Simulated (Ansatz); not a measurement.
# TiTeSe monolayer, Janus: phonons and vibrational spectra, part 2 of 2

Task: relax TiTeSe monolayer, Janus, then find its harmonic phonons.

Ansatz 0.2.0; DFT PBEsol, scalar-relativistic, plane waves, PAW; PAW set soft_1.

So far. Step 4 (Tight relaxation): The largest force component left is 0.53 meV/Å, within the tolerances set. Step 5 (Modes at Γ): Before it was imposed, the acoustic sum rule was missed by 5.1e-5 eV/Å². Small misses are needed for a sound result but don't prove that mesh and cutoff are converged. The lowest optical mode is real, 105 cm⁻¹.

## Step 6: Response at finite wavevector (continued)

The partial phonon density of states has structure finer than the step of the table below, so its rows give means over 10 cm⁻¹, whole bins alone (the curve runs from -11.8 to 336 cm⁻¹). Peaks (cm⁻¹: height): Se 115.0: 0.0299, 139.1: 0.0479, 158.8: 0.0651, 196.0: 0.0125, 230.9: 0.0141, 285.6: 0.00937; Te 84.4: 0.0463, 115.0: 0.0543, 139.1: 0.0238, 158.8: 0.0360; Ti 84.4: 0.0113, 115.0: 0.0157, 161.0: 0.0093, 196.0: 0.0261, 230.9: 0.0414, 287.8: 0.0524.

Phonopy on the run's constants, 19x19x1 mesh, Gaussian sigma 2.5 cm-1. Interpolated from a 4×4×1 q mesh. Partial phonon density of states against wavenumber; means over each step; values in 1/cm⁻¹/cell:

| wavenumber (cm⁻¹) | Se | Te | Ti |
| --- | --- | --- | --- |
| 0 | 9.7e-4 | 0.00163 | 6.0e-4 |
| 10 | 0.00144 | 0.00251 | 8.9e-4 |
| 20 | 0.00222 | 0.00394 | 0.00139 |
| 30 | 0.00278 | 0.00511 | 0.00178 |
| 40 | 0.00353 | 0.00678 | 0.00230 |
| 50 | 0.00438 | 0.00900 | 0.00297 |
| 60 | 0.00605 | 0.0135 | 0.00430 |
| 70 | 0.00736 | 0.0191 | 0.00580 |
| 80 | 0.00978 | 0.0331 | 0.00870 |
| 90 | 0.00742 | 0.0297 | 0.00651 |
| 100 | 0.0106 | 0.0276 | 0.00943 |
| 110 | 0.0262 | 0.0416 | 0.0150 |
| 120 | 0.0217 | 0.0279 | 0.00887 |
| 130 | 0.0253 | 0.0134 | 0.00493 |
| 140 | 0.0365 | 0.0178 | 0.00330 |
| 150 | 0.0120 | 0.00637 | 0.00128 |
| 160 | 0.0496 | 0.0273 | 0.00716 |
| 170 | 0.00800 | 0.00313 | 0.00365 |
| 180 | 0.00512 | 6.4e-4 | 0.00660 |
| 190 | 0.00787 | 3.6e-4 | 0.0142 |
| 200 | 0.00872 | 4.9e-4 | 0.0189 |
| 210 | 0.00387 | 5.1e-4 | 0.00934 |
| 220 | 0.00384 | 6.5e-4 | 0.0107 |
| 230 | 0.0115 | 0.00222 | 0.0344 |
| 240 | 0.00656 | 0.00197 | 0.0261 |
| 250 | 0.00142 | 4.3e-4 | 0.00766 |
| 260 | 2.0e-4 | 5.2e-5 | 0.00131 |
| 270 | 2.7e-4 | 2.6e-5 | 0.00119 |
| 280 | 0.00480 | 6.6e-4 | 0.0238 |
| 290 | 0.00741 | 0.00134 | 0.0423 |
| 300 | 0.00164 | 4.7e-4 | 0.00855 |
| 310 | 9.6e-4 | 3.8e-4 | 0.00513 |
| 320 | 1.8e-4 | 7.7e-5 | 9.9e-4 |
| 330 | 0 | 0 | 0 |

Harmonic thermodynamic functions per atom, from the density of states. Interpolated from a 4×4×1 q mesh. Thermodynamic functions, by row:

| T (K) | F_vib (meV/atom) | S (J/mol-atom/K) | C_V (J/mol-atom/K) |
| --- | --- | --- | --- |
| 0 | 28.21 | 0 | 0 |
| 100 | 22.53 | 13.7 | 16.85 |
| 200 | 0.68 | 27.48 | 22.19 |
| 300 | -32.9 | 36.79 | 23.6 |
| 400 | -74.75 | 43.66 | 24.14 |
| 500 | -122.9 | 49.08 | 24.4 |
| 600 | -176.2 | 53.55 | 24.55 |
| 700 | -233.7 | 57.34 | 24.64 |
| 800 | -294.8 | 60.63 | 24.69 |
| 900 | -359.2 | 63.54 | 24.73 |
| 1000 | -426.4 | 66.15 | 24.76 |

Symmetry leaves 4 wavevectors to solve. The lowest mode among them, the acoustic zeros apart, lies at q = (0, 0.25, 0) and is real, 41.7 cm⁻¹.

## Step 7: Isotope substitution, element Se, natural mass 78.971 amu

An isotope changes the mass and not the force constants, so no new electronic calculation is needed; the shifts show which modes move this element.

The same force constants with the mass of Se changed from 78.971 to 81.917 u (phonopy, no LO-TO term). Both lists are sorted by frequency; levels can cross, so a row need not hold one and the same mode. Modes under 3 cm⁻¹ are left out. Isotope shifts, by row:

| q | rank | natural mass (cm⁻¹) | changed mass (cm⁻¹) |
| --- | --- | --- | --- |
| 0 0 0 | 4 | 104.1 | 103.4 |
| 0 0 0 | 5 | 104.1 | 103.4 |
| 0 0 0 | 6 | 160.6 | 158.9 |
| 0 0 0 | 7 | 196.3 | 195.2 |
| 0 0 0 | 8 | 196.3 | 195.2 |
| 0 0 0 | 9 | 316.4 | 315.6 |
| 0 0.25 0 | 1 | 41.71 | 41.5 |
| 0 0.25 0 | 2 | 61.32 | 61.04 |
| 0 0.25 0 | 3 | 92.43 | 92 |
| 0 0.25 0 | 4 | 109.3 | 108.5 |
| 0 0.25 0 | 5 | 127.8 | 126.6 |
| 0 0.25 0 | 6 | 156.7 | 155.1 |
| 0 0.25 0 | 7 | 187.4 | 186.2 |
| 0 0.25 0 | 8 | 233.3 | 232.4 |
| 0 0.25 0 | 9 | 290.2 | 289.3 |
| 0 -0.5 0 | 1 | 85.55 | 85.55 |
| 0 -0.5 0 | 2 | 88.93 | 88.57 |
| 0 -0.5 0 | 3 | 100.3 | 99.78 |
| 0 -0.5 0 | 4 | 116.8 | 116.3 |
| 0 -0.5 0 | 5 | 140.1 | 138.4 |
| 0 -0.5 0 | 6 | 151 | 149 |
| 0 -0.5 0 | 7 | 164.7 | 163 |
| 0 -0.5 0 | 8 | 227.8 | 226.7 |
| 0 -0.5 0 | 9 | 292.7 | 292.1 |
| 0.25 0.25 0 | 1 | 77.1 | 76.78 |
| 0.25 0.25 0 | 2 | 95 | 94.76 |
| 0.25 0.25 0 | 3 | 113.6 | 113.1 |
| 0.25 0.25 0 | 4 | 132.2 | 130.7 |
| 0.25 0.25 0 | 5 | 139.7 | 138.2 |
| 0.25 0.25 0 | 6 | 161 | 159.2 |
| 0.25 0.25 0 | 7 | 221.7 | 220.6 |
| 0.25 0.25 0 | 8 | 247.2 | 246.6 |
| 0.25 0.25 0 | 9 | 278.6 | 277.8 |

A mode of this element alone would shift by -1.81 %. The highest zone-centre frequency without the field goes from 316.4 to 315.6 cm⁻¹ (-0.2 %). The product of the frequency ratios over all optical modes at Γ is 0.963; the product rule, (m/m′)^(3k/2) (M′/M)^(3/2) with k = 1 such atoms and M the mass of the cell, gives 0.963.

## Step 8: Isotope substitution, element Te, natural mass 127.6 amu

The same for Te, from 127.60 to 129.91 u.

A mode of this element alone would shift by -0.89 %. The highest zone-centre frequency without the field goes from 316.4 to 316.2 cm⁻¹ (-0.1 %). The product of the frequency ratios over all optical modes at Γ is 0.987; the product rule, (m/m′)^(3k/2) (M′/M)^(3/2) with k = 1 such atoms and M the mass of the cell, gives 0.987.

## Step 9: Another isotope, element Ti, natural mass 47.867 amu

The same for Ti, from 47.87 to 49.94 u.

A mode of this element alone would shift by -2.10 %. The highest zone-centre frequency without the field goes from 316.4 to 311.1 cm⁻¹ (-1.7 %). The product of the frequency ratios over all optical modes at Γ is 0.950; the product rule, (m/m′)^(3k/2) (M′/M)^(3/2) with k = 1 such atoms and M the mass of the cell, gives 0.950.

## Step 10: Outcome

```
space group after relaxation (within 0.01 Å)            : P3m1
area per atom                                           : 3.68 Å²
electronic character                                    : no gap on this mesh
highest optical mode at the zone centre (no LO-TO term) : 317 cm⁻¹
lowest optical zone-centre mode                         : 105 cm⁻¹
lowest mode on the q mesh (acoustic modes at Γ apart)   : 41.7 cm⁻¹
highest frequency on the path or at a solved wavevector : 316 cm⁻¹
zero-point energy per atom                              : 28.2 meV
heat capacity at 300 K                                  : 23.6 J/(mol atoms K)
vibrational entropy at 300 K                            : 36.8 J/(mol atoms K)
imaginary modes on the 4×4×1 q mesh                     : none
```

**Reading.** The structure is a minimum as far as tested: no mode is imaginary at the 4 irreducible wavevectors of the 4×4×1 mesh, and the softest away from the acoustic zeros lies at 42 cm⁻¹. The optical modes at Γ span 105 to 317 cm⁻¹. The highest mode in this list at Γ, 316.6 cm⁻¹, is mostly motion of Ti (80 % of the kinetic energy). On the path and the mesh, the widest gap between branches runs from 260 to 276 cm⁻¹. With no gap, or one that is small against the smearing, the frequencies hang on the k mesh and the smearing, most of all near Kohn anomalies. In a sheet or slab the interpolated bending branch near Γ is rough, since the rotational sum rule isn't imposed. A semilocal functional can close a gap that the real compound would have, so the metallic treatment may be an artefact of the level. Spin-orbit coupling is left out, which can matter for the heavy elements here. The PAW files were made for PBE and serve the other functionals too. The starting cell was built on a prototype and not taken from a measurement. These are harmonic frequencies at zero temperature: anharmonic shifts, linewidths and thermal expansion are left out.

[Logs are printed without paths, hosts, clocks, repeated set-up lines and the standing remarks that a program may print on its own settings, such as how far it seeks lower states.]

[Hosts, paths, dates, database ids (printed as entryN), source tags and the programs' standing remarks are cut or masked in the printed files.]
